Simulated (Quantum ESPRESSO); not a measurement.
# Nb (Im-3m): pw.x, ph.x and EPW

The plan: phonons and Wannier functions of Nb (Im-3m), and, if the interpolated phonons are stable, its coupling and resistivity.

Program: Quantum ESPRESSO 7.5. Level of theory: DFT PBEsol, scalar-relativistic, plane waves, PseudoDojo 0.4.1 norm-conserving pseudopotentials. Values are calculated unless marked as measured.

The database entry behind the starting cell differs from other determinations of this structure, so it need not match the best structure at room temperature.

## (1) Set-up

Symmetry: Im-3m, No. 229, cubic system. The conventional cell has a = 3.328 Å, b = 3.328 Å, c = 3.328 Å, α = 90.00°, β = 90.00°, γ = 90.00°. Nearest to Nb lie 8 Nb at 2.88 Å.

## (2) Relaxation

The cell is relaxed under the functional used for all that follows.

relax.in

```
 &control
    calculation='vc-relax',
    prefix='x',
    outdir='./tmp',
    pseudo_dir='./pseudo',
    tprnfor=.true.,
    tstress=.true.,
    etot_conv_thr=1.0d-05,
    forc_conv_thr=4.0d-04,
 /
 &system
    ibrav=0,
    nat=1,
    ntyp=1,
    ecutwfc=82.0,
    occupations='smearing',
    smearing='mv',
    degauss=0.02,
 /
 &electrons
    conv_thr=1.0d-11,
 /
 &ions
 /
 &cell
    press_conv_thr=0.4,
 /
ATOMIC_SPECIES
 Nb     92.9064  Nb.upf
CELL_PARAMETERS angstrom
    -1.663950000    1.663950000    1.663950000
     1.663950000   -1.663950000    1.663950000
     1.663950000    1.663950000   -1.663950000
ATOMIC_POSITIONS crystal
 Nb     0.000000000   0.000000000   0.000000000
K_POINTS automatic
 12 12 12 0 0 0
```

On the command line:

```
$ OMP_NUM_THREADS=1 mpirun -n 8 pw.x -nk 8 -in relax.in > relax.out
```

Standard output:

```text
Program PWSCF v.7.5

     This program is part of the open-source Quantum ESPRESSO suite
     for quantum simulation of materials; please cite
         "P. Giannozzi et al., J. Phys.:Condens. Matter 21 395502 (2009);
         "P. Giannozzi et al., J. Phys.:Condens. Matter 29 465901 (2017);
         "P. Giannozzi et al., J. Chem. Phys. 152 154105 (2020);
     in publications or presentations arising from this work. More details at

     Message from routine setup:
     using ibrav=0 with symmetry is DISCOURAGED, use correct ibrav instead

     G-vector sticks info
     --------------------
     sticks:   dense  smooth     PW     G-vecs:    dense   smooth      PW
     Sum         731     731    261                12527    12527    2659

     Using Slab Decomposition

     bravais-lattice index     =            0
     lattice parameter (alat)  =       5.4463  a.u.
     unit-cell volume          =     124.3591 (a.u.)^3
     number of atoms/cell      =            1
     number of atomic types    =            1
     number of electrons       =        13.00
     number of Kohn-Sham states=           11
     kinetic-energy cutoff     =      82.0000  Ry
     charge density cutoff     =     328.0000  Ry
     scf convergence threshold =      1.0E-11
     mixing beta               =       0.7000
     number of iterations used =            8  plain     mixing
     energy convergence thresh.=      1.0E-05
     force convergence thresh. =      4.0E-04
     press convergence thresh. =      4.0E-01
     Exchange-correlation= PBESOL
                           (   1   4  10   8   0   0   0)
     nstep                     =           50

     celldm(1)=   5.446278  celldm(2)=   0.000000  celldm(3)=   0.000000
     celldm(4)=   0.000000  celldm(5)=   0.000000  celldm(6)=   0.000000

     crystal axes: (cart. coord. in units of alat)
               a(1) = (  -0.577350   0.577350   0.577350 )
               a(2) = (   0.577350  -0.577350   0.577350 )
               a(3) = (   0.577350   0.577350  -0.577350 )
[...]
number of Kohn-Sham states=           11
     number of k points=    72  Marzari-Vanderbilt smearing, width (Ry)=  0.0200
     estimated scf accuracy    <       0.09367125 Ry
     estimated scf accuracy    <       0.00573361 Ry
     estimated scf accuracy    <       0.00012602 Ry
     estimated scf accuracy    <       0.00000258 Ry
     estimated scf accuracy    <       0.00000042 Ry
     estimated scf accuracy    <          2.5E-10 Ry
     estimated scf accuracy    <          1.5E-11 Ry
     estimated scf accuracy    <       0.00000059 Ry
     estimated scf accuracy    <          1.8E-10 Ry
     estimated scf accuracy    <          5.4E-11 Ry
     estimated scf accuracy    <          9.3E-12 Ry
     estimated scf accuracy    <          2.1E-13 Ry
     the Fermi energy is    18.3784 ev
!    total energy              =    -124.50364610 Ry
     estimated scf accuracy    <          2.5E-15 Ry
     convergence has been achieved in  10 iterations
          total   stress  (Ry/bohr**3)                   (kbar)     P=       -0.41
   JOB DONE.
```

Wall time 8.8 s (8 MPI ranks of Arm Neoverse V2, shared host).

Read from the output:

| Quantity | Value |
| --- | --- |
| free energy | -1693.9584 eV |
| pressure | -0.04100 GPa |
| volume per atom | 17.54 Å³/atom |
| n steps | 5 |

The volume ends at 17.54 Å³ an atom, -4.8 % from the start.

## (3) Ground state

Linear response needs a tightly converged ground state.

scf.in

```
 &control
    calculation='scf',
    prefix='x',
    outdir='./tmp',
    pseudo_dir='./pseudo',
    tprnfor=.true.,
    tstress=.true.,
 /
 &system
    ibrav=0,
    nat=1,
    ntyp=1,
    ecutwfc=82.0,
    occupations='smearing',
    smearing='mv',
    degauss=0.02,
 /
 &electrons
    conv_thr=1.0d-12,
 /
ATOMIC_SPECIES
 Nb     92.9064  Nb.upf
CELL_PARAMETERS angstrom
    -1.636629800    1.636629800    1.636629800
     1.636629800   -1.636629800    1.636629800
     1.636629800    1.636629800   -1.636629800
ATOMIC_POSITIONS crystal
 Nb     0.000000000   0.000000000   0.000000000
K_POINTS automatic
 12 12 12 0 0 0
```

On the command line:

```
$ OMP_NUM_THREADS=1 mpirun -n 8 pw.x -nk 8 -in scf.in > scf.out
```

Standard output:

```text
[banner, memory and clock lines left out]
[...]
number of Kohn-Sham states=           11
     number of k points=    72  Marzari-Vanderbilt smearing, width (Ry)=  0.0200
     estimated scf accuracy    <       0.08508479 Ry
     estimated scf accuracy    <       0.00459512 Ry
     estimated scf accuracy    <       0.00011754 Ry
     estimated scf accuracy    <       0.00000209 Ry
     estimated scf accuracy    <       0.00000040 Ry
     estimated scf accuracy    <          2.2E-10 Ry
     estimated scf accuracy    <          2.8E-11 Ry
     estimated scf accuracy    <          1.3E-11 Ry
     the Fermi energy is    18.3784 ev
!    total energy              =    -124.50364610 Ry
     estimated scf accuracy    <          2.8E-14 Ry
     convergence has been achieved in   9 iterations
          total   stress  (Ry/bohr**3)                   (kbar)     P=       -0.42
```

Elapsed: 2.7 s, on 8 MPI ranks.

This step gave:

```
Fermi energy : 18.38 eV
pressure     : -0.042 GPa
```

The Fermi level lies at 18.38 eV and the pressure is -0.042 GPa.

## (4) Phonons on the coarse mesh

ph.x gives the dynamical matrices and the changes of the potential on a coarse q mesh, which EPW interpolates.

ph.in

```
phonons
 &inputph
    prefix='x',
    outdir='./tmp',
    tr2_ph=1.0d-14,
    fildyn='x.dyn',
    fildvscf='dvscf',
    ldisp=.true.,
    nq1=4,
    nq2=4,
    nq3=4,
    alpha_mix(1)=0.5,
    amass(1)=92.9064,
 /
```

On the command line:

```
$ OMP_NUM_THREADS=1 mpirun -n 8 ph.x -nk 8 -in ph.in > ph.out
```

Standard output:

```text
[banner, memory and clock lines left out]
Program PHONON v.7.5

     ./tmp/x.save/

     IMPORTANT: XC functional enforced from input :
     Exchange-correlation= PBESOL
                           (   1   4  10   8   0   0   0)
     Any further DFT definition will be discarded
     Please, verify this is what you really want

     G-vector sticks info

     Reading collected, re-writing distributed wavefunctions in ./tmp/

     Dynamical matrices for ( 4, 4, 4)  uniform grid of q-points
     (   8 q-points):
       N         xq(1)         xq(2)         xq(3)
       1   0.000000000   0.000000000   0.000000000
       2   0.216506351   0.216506351   0.000000000
       3  -0.433012702  -0.433012702   0.000000000
       4   0.433012702   0.216506351   0.216506351
       5   0.433012702   0.433012702   0.433012702
       6   0.000000000   0.000000000   0.433012702
       7  -0.866025404  -0.216506351  -0.216506351
       8  -0.866025404  -0.866025404  -0.866025404

     Number and degeneracy of irreps per q-point
       N         xq(1)         xq(2)         xq(3)   N irreps
       1   0.000000000   0.000000000   0.000000000       1
        3
       2   0.216506351   0.216506351   0.000000000       3
     No degeneracy
       3  -0.433012702  -0.433012702   0.000000000       3
     No degeneracy
       4   0.433012702   0.216506351   0.216506351       3
     No degeneracy
       5   0.433012702   0.433012702   0.433012702       1
        3
       6   0.000000000   0.000000000   0.433012702       2
        1   2
       7  -0.866025404  -0.216506351  -0.216506351       3
     No degeneracy
       8  -0.866025404  -0.866025404  -0.866025404       1
        3

     Saving dvscf to file. Distribute only q points, not irreducible representations.

     Calculation of q =    0.0000000   0.0000000   0.0000000

     phonons

     bravais-lattice index     =            0
     lattice parameter (alat)  =       5.3569  a.u.
     unit-cell volume          =     118.3336 (a.u.)^3
     number of atoms/cell      =            1
     number of atomic types    =            1
     kinetic-energy cut-off    =      82.0000  Ry
     charge density cut-off    =     328.0000  Ry
     convergence threshold     =      1.0E-14
     beta                      =       0.5000
     number of iterations used =            4
     Exchange-correlation= PBESOL
                           (   1   4  10   8   0   0   0)

     celldm(1)=    5.35686  celldm(2)=    0.00000  celldm(3)=    0.00000
     celldm(4)=    0.00000  celldm(5)=    0.00000  celldm(6)=    0.00000

     crystal axes: (cart. coord. in units of alat)
               a(1) = ( -0.5774  0.5774  0.5774 )
               a(2) = (  0.5774 -0.5774  0.5774 )
               a(3) = (  0.5774  0.5774 -0.5774 )

     reciprocal axes: (cart. coord. in units 2 pi/alat)
               b(1) = ( -0.0000  0.8660  0.8660 )
               b(2) = (  0.8660 -0.0000  0.8660 )
               b(3) = (  0.8660  0.8660  0.0000 )

     Atoms inside the unit cell:

     Cartesian axes

     site n.  atom      mass           positions (alat units)
        1  Nb     92.9064   tau(    1) = (    0.00000    0.00000    0.00000  )

     Computing dynamical matrix for
                    q = (   0.0000000   0.0000000   0.0000000 )

     49 Sym.Ops. (with q -> -q+G )

     G cutoff =  238.4152  (  11849 G-vectors)     FFT grid: ( 32, 32, 32)

     number of k points=    72  Marzari-Vanderbilt smearing, width (Ry)=  0.0200

     PseudoPot. # 1 for Nb read from file:
     ./pseudo/Nb.upf
     Pseudo is Norm-conserving + core correction, Zval = 13.0
     Using radial grid of 1660 points,  6 beta functions with:
                l(1) =   0
                l(2) =   0
                l(3) =   1
                l(4) =   1
                l(5) =   2
                l(6) =   2

     Mode symmetry, O_h (m-3m)  point group:

     Atomic displacements:
     There are    1 irreducible representations

     Representation     1      3 modes -  To be done

     Alpha used in Ewald sum =   2.8000

     Representation #   1 modes #   1   2   3

     Self-consistent Calculation

     Pert. #  1: Fermi energy shift (Ry) =     1.2925E-26    -3.2914E-37
     Pert. #  2: Fermi energy shift (Ry) =     2.1541E-27    -1.0971E-37
     Pert. #  3: Fermi energy shift (Ry) =     6.0585E-28     6.2693E-38

      thresh= 1.000E-02 alpha_mix =  0.500 |ddv_scf|^2 =  2.649E-06

     Pert. #  1: Fermi energy shift (Ry) =     1.4002E-26    -1.0867E-39
     Pert. #  2: Fermi energy shift (Ry) =     8.6165E-27     9.1835E-41
     Pert. #  3: Fermi energy shift (Ry) =     8.0779E-27    -8.3417E-40

      thresh= 1.628E-04 alpha_mix =  0.500 |ddv_scf|^2 =  8.021E-08

     Pert. #  1: Fermi energy shift (Ry) =     4.5775E-27     1.9132E-40
     Pert. #  2: Fermi energy shift (Ry) =     9.1550E-27     3.0612E-40
     Pert. #  3: Fermi energy shift (Ry) =    -1.4725E-26     2.5255E-40

      thresh= 2.832E-05 alpha_mix =  0.500 |ddv_scf|^2 =  4.034E-09

     Pert. #  1: Fermi energy shift (Ry) =     4.3082E-27    -1.0714E-40
     Pert. #  2: Fermi energy shift (Ry) =     2.1541E-27     3.0612E-41
     Pert. #  3: Fermi energy shift (Ry) =    -3.8370E-27     1.5306E-41

      thresh= 6.351E-06 alpha_mix =  0.500 |ddv_scf|^2 =  1.170E-11

     Pert. #  1: Fermi energy shift (Ry) =     1.2925E-26    -7.1746E-43
     Pert. #  2: Fermi energy shift (Ry) =     0.0000E+00    -1.5545E-42
     Pert. #  3: Fermi energy shift (Ry) =     4.9814E-27    -1.1360E-42

      thresh= 3.421E-07 alpha_mix =  0.500 |ddv_scf|^2 =  1.640E-13

     Pert. #  1: Fermi energy shift (Ry) =    -2.1541E-27     4.9326E-43
     Pert. #  2: Fermi energy shift (Ry) =     0.0000E+00    -1.1958E-43
     Pert. #  3: Fermi energy shift (Ry) =     9.0204E-27     6.7262E-44

      thresh= 4.050E-08 alpha_mix =  0.500 |ddv_scf|^2 =  4.540E-15

     End of self-consistent calculation

     Convergence has been achieved

     Number of q in the star =    1
     List of q in the star:
          1   0.000000000   0.000000000   0.000000000

     Diagonalizing the dynamical matrix

     q = (    0.000000000   0.000000000   0.000000000 )

 **************************************************************************
     freq (    1) =      -0.154990 [THz] =      -5.169914 [cm-1]
     freq (    2) =      -0.154990 [THz] =      -5.169914 [cm-1]
     freq (    3) =      -0.154990 [THz] =      -5.169914 [cm-1]
 **************************************************************************

     Mode symmetry, O_h (m-3m)  point group:

     freq (   1-   3) =         -5.2  [cm-1]   --> T_1u G_15  G_4- I

     Calculation of q =    0.2165064   0.2165064   0.0000000

     G-vector sticks info

     Title:
[...]
thresh= 6.321E-08 alpha_mix =  0.500 |ddv_scf|^2 =  3.099E-13

[...]
End of self-consistent calculation

     Convergence has been achieved

     Representation #   2 mode #   2

     Self-consistent Calculation

[...]
End of self-consistent calculation

     Convergence has been achieved

     Representation #   3 mode #   3

     Self-consistent Calculation

[...]
thresh= 3.082E-08 alpha_mix =  0.500 |ddv_scf|^2 =  4.379E-15

     End of self-consistent calculation

     Convergence has been achieved

     Number of q in the star =   12
     List of q in the star:
          1  -0.866025404  -0.216506351  -0.216506351
          2  -0.216506351   0.866025404  -0.216506351
          3  -0.866025404   0.216506351  -0.216506351
          4   0.216506351  -0.866025404  -0.216506351
          5   0.216506351  -0.866025404   0.216506351
          6   0.866025404  -0.216506351   0.216506351
          7  -0.866025404   0.216506351   0.216506351
          8  -0.216506351   0.866025404   0.216506351
          9   0.216506351  -0.216506351   0.866025404
         10  -0.216506351  -0.216506351  -0.866025404
         11   0.216506351   0.216506351  -0.866025404
         12  -0.216506351   0.216506351   0.866025404

     Diagonalizing the dynamical matrix

     q = (   -0.866025404  -0.216506351  -0.216506351 )

 **************************************************************************
     freq (    1) =       3.780175 [THz] =     126.093074 [cm-1]
     freq (    2) =       5.616621 [THz] =     187.350315 [cm-1]
     freq (    3) =       5.825987 [THz] =     194.333996 [cm-1]
 **************************************************************************

     Mode symmetry, C_2v (mm2)  point group:

     freq (   1-   1) =        126.1  [cm-1]   --> A_1  D_1  S_1
     freq (   2-   2) =        187.4  [cm-1]   --> B_2  D_4  S_4
     freq (   3-   3) =        194.3  [cm-1]   --> B_1  D_3  S_3

     Calculation of q =   -0.8660254  -0.8660254  -0.8660254

     G-vector sticks info

     Title:
     phonons

     bravais-lattice index     =            0
     lattice parameter (alat)  =       5.3569  a.u.
     unit-cell volume          =     118.3336 (a.u.)^3
     number of atoms/cell      =            1
     number of atomic types    =            1
     number of electrons       =        13.00
     number of Kohn-Sham states=           11
     kinetic-energy cutoff     =      82.0000  Ry
     charge density cutoff     =     328.0000  Ry
     Exchange-correlation= PBESOL
                           (   1   4  10   8   0   0   0)

     celldm(1)=   5.356856  celldm(2)=   0.000000  celldm(3)=   0.000000
     celldm(4)=   0.000000  celldm(5)=   0.000000  celldm(6)=   0.000000

     crystal axes: (cart. coord. in units of alat)
               a(1) = (  -0.577350   0.577350   0.577350 )
               a(2) = (   0.577350  -0.577350   0.577350 )
               a(3) = (   0.577350   0.577350  -0.577350 )

     reciprocal axes: (cart. coord. in units 2 pi/alat)
               b(1) = ( -0.000000  0.866025  0.866025 )
               b(2) = (  0.866025 -0.000000  0.866025 )
               b(3) = (  0.866025  0.866025  0.000000 )

     PseudoPot. # 1 for Nb read from file:
     ./pseudo/Nb.upf
     Pseudo is Norm-conserving + core correction, Zval = 13.0
     Using radial grid of 1660 points,  6 beta functions with:
[...]
l(5) =   2
                l(6) =   2

     atomic species   valence    mass     pseudopotential
     Nb               13.00    92.90640     Nb( 1.00)

     48 Sym. Ops., with inversion, found

   Cartesian axes

     site n.     atom                  positions (alat units)
         1        Nb     tau(   1) = (   0.0000000   0.0000000   0.0000000  )

     number of k points=   144  Marzari-Vanderbilt smearing, width (Ry)=  0.0200

     Number of k-points >= 100: set verbosity='high' to print them.

     Dense  grid:    11849 G-vectors     FFT dimensions: (  32,  32,  32)

     The potential is recalculated from file :
     ./tmp/_ph0/x.q_8/x.save/charge-density

     Starting wfcs are   10 atomic +    1 random wfcs

     Band Structure Calculation
     Davidson diagonalization with overlap

     ethr =  7.69E-11,  avg # of iterations = 15.2

     End of band structure calculation

     Number of k-points >= 100: set verbosity='high' to print the bands.

     the Fermi energy is    18.3784 ev

     Writing config to output data dir ./tmp/_ph0/x.q_8/x.save/ :
     XML data file

     phonons

     bravais-lattice index     =            0
     lattice parameter (alat)  =       5.3569  a.u.
     unit-cell volume          =     118.3336 (a.u.)^3
     number of atoms/cell      =            1
     number of atomic types    =            1
     kinetic-energy cut-off    =      82.0000  Ry
     charge density cut-off    =     328.0000  Ry
     convergence threshold     =      1.0E-14
     beta                      =       0.5000
     number of iterations used =            4
     Exchange-correlation= PBESOL
                           (   1   4  10   8   0   0   0)

     celldm(1)=    5.35686  celldm(2)=    0.00000  celldm(3)=    0.00000
     celldm(4)=    0.00000  celldm(5)=    0.00000  celldm(6)=    0.00000

     crystal axes: (cart. coord. in units of alat)
               a(1) = ( -0.5774  0.5774  0.5774 )
               a(2) = (  0.5774 -0.5774  0.5774 )
               a(3) = (  0.5774  0.5774 -0.5774 )

     reciprocal axes: (cart. coord. in units 2 pi/alat)
               b(1) = ( -0.0000  0.8660  0.8660 )
               b(2) = (  0.8660 -0.0000  0.8660 )
               b(3) = (  0.8660  0.8660  0.0000 )

     Atoms inside the unit cell:

     Cartesian axes

     site n.  atom      mass           positions (alat units)
        1  Nb     92.9064   tau(    1) = (    0.00000    0.00000    0.00000  )

     Computing dynamical matrix for
                    q = (  -0.8660254  -0.8660254  -0.8660254 )

     49 Sym.Ops. (with q -> -q+G )

     G cutoff =  238.4152  (  11849 G-vectors)     FFT grid: ( 32, 32, 32)

     number of k points=   144  Marzari-Vanderbilt smearing, width (Ry)=  0.0200

     PseudoPot. # 1 for Nb read from file:
     ./pseudo/Nb.upf
     Pseudo is Norm-conserving + core correction, Zval = 13.0
     Using radial grid of 1660 points,  6 beta functions with:
                l(1) =   0
                l(2) =   0
                l(3) =   1
                l(4) =   1
                l(5) =   2
                l(6) =   2

     Mode symmetry, O_h (m-3m)  point group:

     Atomic displacements:
     There are    1 irreducible representations

     Representation     1      3 modes -  To be done

     Message from routine init_vloc:
     Interpolation table for Vloc re-allocated

     Alpha used in Ewald sum =   2.8000

     Representation #   1 modes #   1   2   3

     Self-consistent Calculation

      thresh= 1.000E-02 alpha_mix =  0.500 |ddv_scf|^2 =  1.767E-05

      thresh= 4.203E-04 alpha_mix =  0.500 |ddv_scf|^2 =  5.117E-07

      thresh= 7.153E-05 alpha_mix =  0.500 |ddv_scf|^2 =  5.642E-09

      thresh= 7.511E-06 alpha_mix =  0.500 |ddv_scf|^2 =  3.325E-11

      thresh= 5.767E-07 alpha_mix =  0.500 |ddv_scf|^2 =  9.566E-13

      thresh= 9.780E-08 alpha_mix =  0.500 |ddv_scf|^2 =  1.079E-13

      thresh= 3.285E-08 alpha_mix =  0.500 |ddv_scf|^2 =  6.054E-16

     End of self-consistent calculation

     Convergence has been achieved

     Number of q in the star =    1
     List of q in the star:
          1  -0.866025404  -0.866025404  -0.866025404

     Diagonalizing the dynamical matrix

     q = (   -0.866025404  -0.866025404  -0.866025404 )

 **************************************************************************
     freq (    1) =       6.493159 [THz] =     216.588464 [cm-1]
     freq (    2) =       6.493159 [THz] =     216.588464 [cm-1]
     freq (    3) =       6.493159 [THz] =     216.588464 [cm-1]
 **************************************************************************

     Mode symmetry, O_h (m-3m)  point group:

     freq (   1-   3) =        216.6  [cm-1]   --> T_1u G_15  G_4-
```

It took 7 min on 8 MPI ranks; 51 min of CPU time.

Numbers from this step:

* lowest frequency off the zone centre: 69.43 cm⁻¹
* largest magnitude of the acoustic modes at the zone centre, before the sum rule: 5.170 cm⁻¹

[end of part 1 of 2]

[Long decimals in the printed logs are rounded to 6 places.]

[The logs of pw.x and epw.x are selected lines.]

[Logs are printed without paths, hosts, clocks, repeated set-up lines and the standing remarks that a program may print on its own settings, such as how far it seeks lower states.]

[Hosts, paths, dates, database ids (printed as entryN), source tags and the programs' standing remarks are cut or masked in the printed files.]

[Where an α²F curve comes without its own λ, its integral differs from the program's λ by over 10 % or holds noise near zero frequency.]
